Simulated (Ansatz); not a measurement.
An input for Ansatz 0.2.0 (H6PbCBr3N (Pm)):

```yaml
crystal:
  lattice:
    - [6.038531, 0.0, 0.0]
    - [0.0, 6.05968, 0.0]
    - [-0.007679, 0.0, 6.128174]
  atoms:
    - { symbol: H, position: [0.218258, 0.862101, 0.96819] }
    - { symbol: H, position: [0.177786, 0.0, 0.198636] }
    - { symbol: H, position: [0.825095, 0.851944, 0.061619] }
    - { symbol: H, position: [0.869341, 0.0, 0.811715] }
    - { symbol: H, position: [0.825095, 0.148056, 0.061619] }
    - { symbol: H, position: [0.218258, 0.137899, 0.96819] }
    - { symbol: Pb, position: [0.475266, 0.5, 0.477994] }
    - { symbol: C, position: [0.897311, 0.0, 0.98852] }
    - { symbol: Br, position: [0.430028, 0.5, 0.972748] }
    - { symbol: Br, position: [0.434852, 0.0, 0.512708] }
    - { symbol: Br, position: [0.966538, 0.5, 0.440736] }
    - { symbol: "N", position: [0.140606, 0.0, 0.032465] }
kpoints:
  mp_grid: { grid: [4, 4, 4] }
  band_path:
    path:
      - [0.0, 0.0, 0.0]
      - [0.0, 0.5, 0.0]
      - [0.0, 0.5, 0.5]
      - [0.0, 0.0, 0.5]
      - [-0.5, 0.0, 0.5]
      - [-0.5, 0.5, 0.5]
      - [-0.5, 0.5, 0.0]
      - [-0.5, 0.0, 0.0]
      - [-0.5, 0.45, 0.5]
    npoints: 1
hamiltonian:
  xc: r2scan
scf:
  occupations: { method: fixed }
  n_extra_bands: 8
  max_iter: 80
output:
  eigenvalues: true
  forces: true
  stress: true
  write_density: true
  write_potential: true
  elf: true
  volumetric_format: npy
basis:
  ecutwfc: 750.0
```

```sh
ansatz run input.yaml --threads 3 --pin off --max-ram 92160MiB --backend cuda --events-out ev --progress --plain --runs-dir out --devices 1 --max-vram 13GiB
```

Q: How long will it take on 1 × NVIDIA H100 80GB HBM3 (shared by 6 runs) with 3 threads of AMD EPYC 7R13 (Zen 3), shared host, and how much memory?

It took 22 s; on shared hardware allow 11 s to 45 s. Peak host memory was 1.7 GiB. The sizes that set the cost: 10471 plane waves a state, 30 irreducible k points and 7 SCF cycles.

[Paths, hosts, dates, memory and timing lines, banners, echoed tables and standing remarks are left out of the program output.]

[Logs are printed without paths, hosts, clocks, repeated set-up lines and the standing remarks that a program may print on its own settings, such as how far it seeks lower states.]

[Runs of the session that timed out or met a known fault of the program may be left out.]

[Cells called generated may have been cut or substituted from an entry of the Crystallography Open Database or the Materials Project.]

[Hosts, paths, dates, database ids (printed as entryN), source tags and the programs' standing remarks are cut or masked in the printed files.]
